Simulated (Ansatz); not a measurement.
## What SnH (built on the sites of a database entry of ZrH) distorts into

Aim: this structure of SnH (built on the sites of a database entry of ZrH) is to be tested for unstable modes, and one is followed downhill.

Method: DFT LDA, scalar-relativistic, plane waves, norm-conserving pseudopotentials, in Ansatz 0.2.0.

The structure was built from a prototype and need not be the compound's stable phase.

## 1. The starting structure

The structure is tetragonal, space group P4_2/mmc (No. 131). The conventional cell has a = 3.204 Å, b = 3.204 Å, c = 6.153 Å, α = 90.00°, β = 90.00°, γ = 90.00°. Sn has 4 H at 2.22 Å nearest. H has 4 Sn at 2.22 Å nearest. Farther neighbours are not listed.

As a file:

```cif
data_structure
_symmetry_space_group_name_H-M 'P 1'
_symmetry_Int_Tables_number 1
_cell_length_a 3.2044
_cell_length_b 3.2044
_cell_length_c 6.1531
_cell_angle_alpha 90.000
_cell_angle_beta 90.000
_cell_angle_gamma 90.000
_cell_volume 63.18
loop_
_atom_site_label
_atom_site_type_symbol
_atom_site_fract_x
_atom_site_fract_y
_atom_site_fract_z
_atom_site_occupancy
Sn1 Sn 0.00000 0.50000 0.00000 1
Sn2 Sn 0.50000 0.00000 0.50000 1
H3 H 0.00000 0.00000 0.75000 1
H4 H 0.00000 0.00000 0.25000 1
```

## 2. Phonons on a q mesh

The cell comes from relaxations at this level that are not shown. Stability and thermal properties need the whole zone. Linear response on a 2×2×2 q mesh gives force constants as far as a supercell of that size would.

File input.yaml:

```yaml
crystal:
  lattice:
    - [3.2044336889, 0.0, 0.0]
    - [0.0, 3.2044336889, 0.0]
    - [0.0, 0.0, 6.1531286746]
  atoms:
    - { symbol: Sn, position: [0.0, 0.5, 0.0] }
    - { symbol: Sn, position: [0.5, 0.0, 0.5] }
    - { symbol: H, position: [0.0, 0.0, 0.75] }
    - { symbol: H, position: [0.0, 0.0, 0.25] }
kpoints:
  mp_grid: { grid: [12, 12, 8] }
hamiltonian:
  xc: lda
  pseudopotentials: { kind: nc }
scf:
  occupations: { method: methfessel_paxton, width: 0.2 }
output:
  eigenvalues: true
phonons:
  method: dfpt
  qmesh: [2, 2, 2]
  temperatures: { t_max: 1000, t_step: 50 }
  qpath:
    path:
      - [[0.0, 0.0, 0.0], [0.0, 0.5, 0.0], [0.5, 0.5, 0.0], [0.0, 0.0, 0.0], [0.0, 0.0, 0.5], [0.0, 0.5, 0.5], [0.5, 0.5, 0.5], [0.0, 0.0, 0.5]]
      - [[0.0, 0.5, 0.0], [0.0, 0.5, 0.5]]
      - [[0.5, 0.5, 0.0], [0.5, 0.5, 0.5]]
    npoints: 10
```

On the command line:

```bash
ansatz run input.yaml --threads 8 --pin off --max-ram 14336MiB --backend cpu --events-out ev --progress --plain --runs-dir out
```

The log of the run:

```text
Warning: phonons: the dynamical matrix that this run interpolates holds no multipole term above the dipole-dipole one, and a site of this crystal is no centre of inversion, so its interpolated transverse optical and acoustic branches and sound speeds can stay off near Gamma, and the density of states and the thermodynamics with them. What a run solves at a wave vector of phonons.qpoints, Gamma apart, where the deck admits one, is free of this, and under fd what a larger phonons.supercell samples
Engine: ansatz 0.2.0, x86_64-unknown-linux-gnu
Pseudopotentials: kind: nc
Pseudopotential: Sn, nc, valence charge 14, recommended cutoff 979.609905 eV (normal), Sn.nc.azcp (PseudoDojo's, or run here from an input of PseudoDojo's: the run reads no file of this project's for it)
Pseudopotential: H, nc, valence charge 1, recommended cutoff 1006.821291 eV (normal), H.nc.azcp (PseudoDojo's, or run here from an input of PseudoDojo's: the run reads no file of this project's for it)
Functional definition: SPW92
  exchange = slater_x
  correlation = pw_c
Crystal: 4 atoms, lattice volume = 63.183 Å³
Basis set: ecut = 1006.821291 eV, 4587 PW (Γ), exchange–correlation on 72×72×128 points (8 copies of the dense FFT grid, shifted against one another)
Bands: 19, of which v1, the nominal top of the filled ones, is band 15 counted from 1 (14 counted from 0)
Symmetry: 16 space group operations
k-points: 140 of 1152
Non-local potential: Sn, projectors of the file, l = 0: 2, l = 1: 2, l = 2: 2
Non-local potential: H, projectors of the file, l = 0: 2, l = 1: 1
Initial density: superposition of atomic densities (chi_scale 0.1, normalization cell, long waves kept (reshape's long-wave potential 0.00 eV rms))
Initial wavefunctions: pseudopotential atomic-orbital guess
Functional: x = slater, c = lda
SCF iter   1: F=—  HF=-4306.533802 eV  |F-HF|=—  |Δ(HF+E_count)|=         —  Δρ=3.64e-2  dr2=9.69e-1  ethr=3.10e-3  ⟨swp⟩=6.2  Hψ=26967  notcnv=0  defer=12
automatic band count: the SCF goes on with 23 bands, as 19 were too few: they end inside the smearing window of the response
preconditioner: auto → Kerker (q_TF=auto, 2.410 Å⁻¹)  [metal: Δε(μ)=0.007 eV  Ē_g=21.134 eV  σ=0.200 eV  W_gap=0.03  n_scr=16 (ndim 8)  ℏωp=25.6 eV  f_vac=0.000  D(μ)=1.32/eV (n_scr^D=2)]
SCF iter   2: F=—  HF=-4306.289308 eV  |F-HF|=—  |Δ(HF+E_count)|=   2.44e-1  S|Δr|=    0.00e0  Δρ=1.88e-2  dr2=2.87e-1  ethr=3.10e-3  ⟨swp⟩=1.5  Hψ=4479  notcnv=0  defer=20
SCF iter   3: F=—  HF=-4306.190392 eV  |F-HF|=—  |Δ(HF+E_count)|=   9.89e-2  S|Δr|=    0.00e0  Δρ=3.07e-3  dr2=3.04e-3  ethr=9.55e-4  ⟨swp⟩=2.0  Hψ=4169  notcnv=0  defer=20
SCF iter   4: F=—  HF=-4306.191637 eV  |F-HF|=—  |Δ(HF+E_count)|=   1.25e-3  S|Δr|=    0.00e0  Δρ=5.01e-4  dr2=1.24e-4  ethr=1.01e-5  ⟨swp⟩=2.6  Hψ=5868  notcnv=0  defer=131
SCF iter   5: F=—  HF=-4306.191620 eV  |F-HF|=—  |Δ(HF+E_count)|=   1.70e-5  S|Δr|=    0.00e0  Δρ=1.88e-4  dr2=1.01e-5  ethr=4.13e-7  ⟨swp⟩=2.2  Hψ=4741  notcnv=0  defer=131
SCF iter   6: F=—  HF=-4306.191614 eV  |F-HF|=—  |Δ(HF+E_count)|=   6.46e-6  S|Δr|=    0.00e0  Δρ=4.15e-5  dr2=1.62e-6  ethr=3.36e-8  ⟨swp⟩=2.3  Hψ=4828  notcnv=0  defer=131
SCF iter   7: F=—  HF=-4306.191725 eV  |F-HF|=—  |Δ(HF+E_count)|=   1.11e-4  S|Δr|=    0.00e0  Δρ=7.38e-6  dr2=4.30e-8  ethr=5.41e-9  ⟨swp⟩=2.1  Hψ=3659  notcnv=0  defer=232
SCF iter   8: F=—  HF=-4306.191725 eV  |F-HF|=—  |Δ(HF+E_count)|=   1.17e-8  S|Δr|=    0.00e0  Δρ=1.57e-6  dr2=9.07e-10  ethr=1.43e-10  ⟨swp⟩=2.6  Hψ=5009  notcnv=0  defer=232
SCF iter   9: F=—  HF=-4306.191725 eV  |F-HF|=—  |Δ(HF+E_count)|=  1.63e-10  S|Δr|=    0.00e0  Δρ=2.83e-7  dr2=4.88e-11  ethr=3.02e-12  ⟨swp⟩=2.4  Hψ=4770  notcnv=0  defer=232
SCF iter  10: F=-4306.191725 eV  HF=-4306.191725 eV  |F-HF|=1.82e-12  |Δ(HF+E_count)|=  9.09e-13  S|Δr|=    0.00e0  Δρ=6.22e-8  dr2=2.61e-12  ethr=1.00e-12  ⟨swp⟩=13.2  Hψ=18803  notcnv=0
SCF 1 converged in 10 iterations: F = -4306.191725 eV  dr2 = 2.61e-12
Initial density: read from a saved state, or passed on in memory by an earlier SCF of this step, an earlier step, the calling program or the single point that the run made first
iter 1 solved again at ethr=2.68e-8 eV; its pass at ethr=3.10e-3 eV (dr2=8.04e-6 eV) is discarded
SCF iter   1: F=—  HF=-4306.191613 eV  |F-HF|=—  |Δ(HF+E_count)|=         —  Δρ=3.35e-7  dr2=5.97e-11  ethr=2.68e-8  ⟨swp⟩=5.4  Hψ=23458  notcnv=0
eigensolver tolerance schedule: the retry pair's looser diagonalisation over-reported the residual by 134667.37 of it (diagonalisation noise at an unbounded share of the residual, at the tolerance the schedule requests for it); recorded, not acted on — ethr = c·dr2/N_el stays at c = 1.0e-1
preconditioner: auto → Kerker (q_TF=auto, 2.410 Å⁻¹)  [metal: Δε(μ)=0.094 eV  Ē_g=18.969 eV  σ=0.200 eV  W_gap=0.37  n_scr=16 (ndim 8)  ℏωp=25.6 eV  f_vac=0.000  D(μ)=1.11/eV (n_scr^D=2)]
SCF iter   2: F=—  HF=-4306.191725 eV  |F-HF|=—  |Δ(HF+E_count)|=   1.12e-4  S|Δr|=    0.00e0  Δρ=1.85e-7  dr2=1.24e-11  ethr=1.00e-12  ⟨swp⟩=4.4  Hψ=8392  notcnv=0
SCF iter   3: F=-4306.191725 eV  HF=-4306.191725 eV  |F-HF|=4.55e-12  |Δ(HF+E_count)|=  2.73e-12  S|Δr|=    0.00e0  Δρ=1.17e-7  dr2=5.68e-12  ethr=1.00e-12  ⟨swp⟩=4.5  Hψ=7464  notcnv=0
SCF 2 converged in 3 iterations: F = -4306.191725 eV  dr2 = 5.68e-12
phonons: the bands overlap, so this run is a metal and interpolates without the dipole-dipole term. If the crystal is really an insulator or semiconductor, its LO-TO splitting is missing
NSCF: frozen V_eff on 140 k-points
NSCF: frozen V_eff on 245 k-points
DFPT response loops at q = (0, 0, 0) (fractional): preconditioner auto → Kerker (q_TF=auto, 2.410 Å⁻¹) (partly filled bands, converged f_vac=0.000); β = 1.00, the filter's whole step (`scf.mixing.beta` (0.50) is not read by the response loops under this deck's `scf.mixing.preconditioner`; to damp them name `kerker` or `kerker_dos`, under which they read `scf.mixing.beta`, and type it under 1.00, their step now; both keys bind the ground state too); Broyden in place of MSR1
NSCF: frozen V_eff on 490 k-points
DFPT response loops at q = (0, 0, -0.5) (fractional): mixed as the last ones told, above
NSCF: frozen V_eff on 490 k-points
DFPT response loops at q = (0, -0.5, 0) (fractional): mixed as the last ones told, above
NSCF: frozen V_eff on 490 k-points
DFPT response loops at q = (0, -0.5, -0.5) (fractional): mixed as the last ones told, above
NSCF: frozen V_eff on 490 k-points
DFPT response loops at q = (-0.5, -0.5, 0) (fractional): mixed as the last ones told, above
NSCF: frozen V_eff on 490 k-points
DFPT response loops at q = (-0.5, -0.5, -0.5) (fractional): mixed as the last ones told, above
SCF converged after 10 iterations
Stability not checked: this state was not tested for a lower state beside it, because cold or Methfessel-Paxton smearing, or corrected tetrahedra, fill the levels in a way that the test cannot read (fill_not_monotonic; see scf.lower_state_search)
Free energy (F): -4306.191725 eV
Harris-Foulkes:  -4306.191725 eV  (|F-HF|=1.82e-12)
Internal energy: -4306.192801 eV  (E = F + TS)
E sigma→0 (E₀):  -4306.191994 eV
Entropy (-TS):   0.001076 eV (0.269 meV/atom)
Fermi energy:    9.722162 eV
Step filling:    the computed levels leave a gap of 0.0205 eV = 0.1 smearing widths at the electron count; against every level under it full and every level over it empty, smearing changes F+E_penalty+E_count by +1.235 meV and its σ→0 estimate by +0.966 meV
--- Per-component energies (eV) ---
  E_band       = -193.550148
  E_kinetic    = 2575.412590
  E_local      = -2788.192331  (includes V_loc(G=0)·N_el)
  E_nonlocal   = -1213.694548
  E_hartree    = 969.926578
  E_xc         = -1199.173383
  E_vxc        = -706.929030  (∫ρ·V_xc dr)
  E_ewald      = -2650.471707
  E_smearing   = 0.001076  (= −TS)
  E_closure    = 0.000000  (closes the sum)
  Σ components = -4306.191725   (vs F -4306.191725, Δ=0.00e0)
--- Band table (eV; the first three rows and the last of 140) ---
  k-point 0: bands = [... 11 lower, 1.4735, 2.3186, 11.0793, 13.1863, 13.1863, 13.3545, 14.6511, 15.9182, ... 4 higher]
  k-point 1: bands = [... 11 lower, 0.8662, 3.0438, 10.6181, 13.2518, 13.2518, 13.3641, 14.5675, 15.7218, ... 4 higher]
  k-point 2: bands = [... 11 lower, 0.0854, 4.1759, 9.5150, 13.4396, 13.4461, 13.4461, 14.3544, 15.2586, ... 4 higher]
  k-point 139: bands = [... 11 lower, 4.2930, 5.2505, 5.2505, 8.0426, 8.0426, 10.0460, 10.0460, 12.7078, ... 4 higher]
--- Phonons (Γ-DFPT): 5 representative perturbations + reference (Σ response iterations 14) ---
  ASR residual: 7.397e-6 → 0.000e0 eV/Å²; symmetrization residual: 7.425e-7 eV/Å²
  ASR residual per site (eV/Å²): 7.40e-6 7.40e-6 4.66e-6 4.66e-6
  Γ frequencies (cm⁻¹): -21.76 -21.76 0.00 0.00 0.00 109.61 109.61 115.02 232.33 379.58 502.73 502.73
--- Phonons (arbitrary-q DFPT): 6 irreducible q on the 2×2×2 mesh ---
  q = [0.0000, 0.0000, 0.0000] (star 1, of the zone-centre solve; hermiticity 4.97e-7, symmetrization 1.90e-14): -21.76 -21.76 -0.00 -0.00 0.00 109.61 109.61 115.02 232.33 379.58 502.73 502.73
  q = [0.0000, 0.0000, -0.5000] (star 1, 5 solved perturbations in 1120 linear systems a pass and spin channel, the states on 245 of 1152 k-point pairs; hermiticity 1.97e-7, symmetrization 2.55e-9, the responses' own estimated error 8.4e-6 eV/Å²): -72.44 -72.44 10.48 10.48 55.34 55.34 77.94 77.94 434.32 434.32 510.40 510.40
  q = [0.0000, -0.5000, 0.0000] (star 2, 9 solved perturbations on 245 of 1152 k-point pairs; hermiticity 5.80e-8, symmetrization 3.18e-14, the responses' own estimated error 9.5e-6 eV/Å²): -539.83 -30.81 29.95 41.38 76.41 80.60 92.51 190.37 305.90 473.81 593.90 599.23
  q = [0.0000, -0.5000, -0.5000] (star 2, 9 solved perturbations on 245 of 1152 k-point pairs; hermiticity 7.06e-8, symmetrization 3.10e-8, the responses' own estimated error 1.3e-5 eV/Å²): -198.70 -159.28 -30.54 46.13 50.14 74.30 127.52 138.65 211.97 398.59 595.40 659.99
  q = [-0.5000, -0.5000, 0.0000] (star 1, 5 solved perturbations in 1120 linear systems a pass and spin channel, the states on 245 of 1152 k-point pairs; hermiticity 7.96e-8, symmetrization 2.95e-14, the responses' own estimated error 1.1e-5 eV/Å²): -1086.81 -200.61 -200.61 50.09 50.09 51.19 58.13 121.48 128.05 474.98 474.98 753.79
  q = [-0.5000, -0.5000, -0.5000] (star 1, 5 solved perturbations in 1120 linear systems a pass and spin channel, the states on 245 of 1152 k-point pairs; hermiticity 6.11e-8, symmetrization 1.56e-8, the responses' own estimated error 1.5e-5 eV/Å²): -351.08 -351.08 46.50 46.50 81.07 81.07 112.80 112.80 442.23 442.23 482.30 482.30
  sum rule: each row above includes the acoustic sum rule's correction from the zone centre's row sums; it moved no ω² by more than (1.12 cm⁻¹)²
  mesh force constants: q→R imaginary residual 8.68e-18; ASR residual 7.397e-6 → 0.000e0 eV/Å²; symmetrization residual 2.220e-15 eV/Å²
  interpolated dispersion: 93 rows × 12 modes
  density of states and harmonic sums: on the 20×20×10 q-mesh, interpolated from the force constants of a 2×2×2 supercell (no non-analytic term)
  largest difference from the sums on the solved wave vectors: F 2.01e-1 eV, S 2.77e-4 and C_V 8.60e-5 eV/K
  zero-point energy: 0.140127 eV/cell   skipped modes (ω ≤ 0): 747, of them read as no rigid motion or as one in doubt: 744 (1.846e0 modes/cell left out, lowest -1086.81 cm⁻¹)   left out of the sums: 1.54e-1 of the cell's modes: C_V's classical limit lies that fraction below 3 k_B per atom; for a crystal, a wire or a layer, F and S can be off by more, and a phonons.interpolated_qmesh denser along its periods is the remedy for the sampling
```

Run time: 4.6 min. Hardware: 8 threads of AMD EPYC 7R43, shared host; peak memory 2.6 GiB.

In the SCF lines HF is the Harris–Foulkes energy and dr2 the Hartree energy of the density residual, in eV; the loop may stop once dr2 is under the threshold and the program's other checks hold. Hψ counts applications of the Hamiltonian.

Numbers from this step:

```
volume per atom                                         : 15.80 Å³
gap on the k-mesh                                       : 0 eV
sum-rule residual before enforcement                    : 7.40e-6 eV/Å²
lowest frequency on the path                            : -1087 cm⁻¹
point group                                             : 4/mmm
highest frequency on the path or at a solved wavevector : 766.4 cm⁻¹
highest optical mode at the zone centre (no LO-TO term) : 502.7 cm⁻¹
lowest optical zone-centre mode                         : -21.76 cm⁻¹
lowest mode on the q mesh (acoustic modes at Γ apart)   : -1087 cm⁻¹
```

Frequencies (cm⁻¹) solved at each irreducible wavevector; negative means imaginary. Frequencies by wavevector, by row:

| q in reciprocal lattice units | star | mode 1 | mode 2 | mode 3 | mode 4 | mode 10 | mode 11 | mode 12 |
| --- | --- | --- | --- | --- | --- | --- | --- | --- |
| 0 0 0 | 1 | -21.8 | -21.8 | 0 | 0 | 379.6 | 502.7 | 502.7 |
| 0 0 -0.5 | 1 | -72.4 | -72.4 | 10.5 | 10.5 | 434.3 | 510.4 | 510.4 |
| 0 -0.5 0 | 2 | -539.8 | -30.8 | 29.9 | 41.4 | 473.8 | 593.9 | 599.2 |
| 0 -0.5 -0.5 | 2 | -198.7 | -159.3 | -30.5 | 46.1 | 398.6 | 595.4 | 660 |
| -0.5 -0.5 0 | 1 | -1087 | -200.6 | -200.6 | 50.1 | 475 | 475 | 753.8 |
| -0.5 -0.5 -0.5 | 1 | -351.1 | -351.1 | 46.5 | 46.5 | 442.2 | 482.3 | 482.3 |

Interpolated from a 2×2×2 q mesh, rough between the solved points. The phonon branches at the labelled points (cm⁻¹):

| point | branch 1 | branch 2 | branch 3 | branch 4 | branch 9 | branch 10 | branch 11 | branch 12 |
| --- | --- | --- | --- | --- | --- | --- | --- | --- |
| Γ | -22 | -22 | 0 | 0 | 232 | 380 | 503 | 503 |
| halfway | -149 | -20 | 19 | 48 | 342 | 343 | 454 | 550 |
| X | -540 | -31 | 30 | 41 | 306 | 474 | 594 | 599 |
| halfway | -742 | -407 | 32 | 46 | 362 | 396 | 474 | 681 |
| M | -1087 | -201 | -201 | 50 | 128 | 475 | 475 | 754 |
| halfway | -468 | 17 | 51 | 54 | 263 | 352 | 352 | 579 |
| Γ | -22 | -22 | 0 | 0 | 232 | 380 | 503 | 503 |
| halfway | -43 | -43 | 8 | 8 | 334 | 419 | 507 | 507 |
| Z | -72 | -72 | 10 | 10 | 434 | 434 | 510 | 510 |
| halfway | -123 | -20 | 46 | 57 | 339 | 344 | 554 | 559 |
| R | -199 | -159 | -30 | 46 | 212 | 399 | 595 | 660 |
| halfway | -280 | 46 | 52 | 53 | 340 | 371 | 421 | 578 |
| A | -351 | -351 | 46 | 46 | 442 | 442 | 482 | 482 |
| halfway | 47 | 47 | 53 | 53 | 342 | 342 | 473 | 473 |
| Z | -72 | -72 | 10 | 10 | 434 | 434 | 510 | 510 |
| jump to X | -540 | -31 | 30 | 41 | 306 | 474 | 594 | 599 |
| halfway | -423 | -66 | -31 | 44 | 258 | 458 | 595 | 633 |
| R | -199 | -159 | -30 | 46 | 212 | 399 | 595 | 660 |
| jump to M | -1087 | -201 | -201 | 50 | 128 | 475 | 475 | 754 |
| halfway | -810 | -287 | -287 | 48 | 122 | 460 | 460 | 762 |
| A | -351 | -351 | 46 | 46 | 442 | 442 | 482 | 482 |

Symmetry leaves 6 wavevectors to solve. The lowest mode among them, the acoustic zeros apart, lies at q = (-0.5, -0.5, 0) and is imaginary, 1086.8i cm⁻¹, so the energy falls along it.

## 3. The mode frozen in, largest atomic shift 0 Å

The mode followed lies at q = (-0.5, -0.5, 0) with frequency 1086.8i cm⁻¹, the softest among the wavevectors solved. At small amplitude the distorted cell has space group no. 136 by a symmetry search on the positions. The undistorted cell that holds it gives the zero of energy on the same k mesh.

System of this step: SnH (built on the sites of a database entry of ZrH). The structure is tetragonal, space group P4_2/mmc (No. 131). The conventional cell has a = 3.204 Å, b = 3.204 Å, c = 6.153 Å, α = 90.00°, β = 90.00°, γ = 90.00°. Sn has 4 H at 2.22 Å nearest. Nearest to H lie 4 Sn at 2.22 Å. Farther neighbours are not listed.

File input.yaml:

```yaml
crystal:
  lattice:
    - [-3.2044336889, -3.2044336889, 0.0]
    - [-3.2044336889, 3.2044336889, 0.0]
    - [0.0, 0.0, -6.1531286746]
  atoms:
    - { symbol: Sn, position: [0.25, 0.75, 0.0] }
    - { symbol: Sn, position: [0.75, 0.25, 0.0] }
    - { symbol: Sn, position: [0.25, 0.25, 0.5] }
    - { symbol: Sn, position: [0.75, 0.75, 0.5] }
    - { symbol: H, position: [0.5, 0.5, 0.25] }
    - { symbol: H, position: [1.0, 1.0, 0.25] }
    - { symbol: H, position: [0.5, 0.5, 0.75] }
    - { symbol: H, position: [1.0, 1.0, 0.75] }
kpoints:
  mp_grid: { grid: [8, 8, 6] }
hamiltonian:
  xc: lda
  pseudopotentials: { kind: nc }
scf:
  occupations: { method: methfessel_paxton, width: 0.2 }
output:
  forces: true
  stress: true
  eigenvalues: true
```

The log of the run:

```text
[...]
Crystal: 8 atoms, lattice volume = 126.366 Å³
Basis set: ecut = 1006.821291 eV, 9147 PW (Γ)
Bands: 38, of which v1, the nominal top of the filled ones, is band 30 counted from 1 (29 counted from 0)
Symmetry: 32 space group operations
[...]
k-points: 60 of 384
[...]
k-point 0: bands = [... 26 lower, 6.6956, 7.1130, 8.6659, 9.5116, 10.9116, 10.9116, 11.0826, 13.1869, ... 4 higher]
  k-point 1: bands = [... 26 lower, 6.0695, 7.2221, 9.2458, 9.4779, 10.3010, 10.6224, 10.6224, 13.3032, ... 4 higher]
  k-point 2: bands = [... 26 lower, 5.2363, 7.5412, 8.6303, 8.6596, 10.2103, 10.2103, 10.9835, 13.5380, ... 4 higher]
  k-point 59: bands = [... 26 lower, 5.2795, 5.2795, 9.8384, 9.8384, 10.0290, 10.0290, 11.3110, 11.3110, ... 4 higher]
[key lines of the parts left out:]
SCF converged after 8 iterations
Free energy (F): -8612.385160 eV
Fermi energy:    9.708230 eV
P = ⅓ Tr σ = -0.0357 GPa (-0.357 kbar)
```

Run time: 5.1 s. Hardware: 8 threads; peak memory 1.3 GiB; 38 s of CPU time.

This step gave:

```yaml
pressure: -0.03569 GPa
energy_from_the_undistorted_cell: 0 meV/atom
```

The run ends at a pressure of -0.04 GPa.

(Continued in part 2 of 2.)

[Logs are printed without paths, hosts, clocks, repeated set-up lines and the standing remarks that a program may print on its own settings, such as how far it seeks lower states.]

[Hosts, paths, dates, database ids (printed as entryN), source tags and the programs' standing remarks are cut or masked in the printed files.]
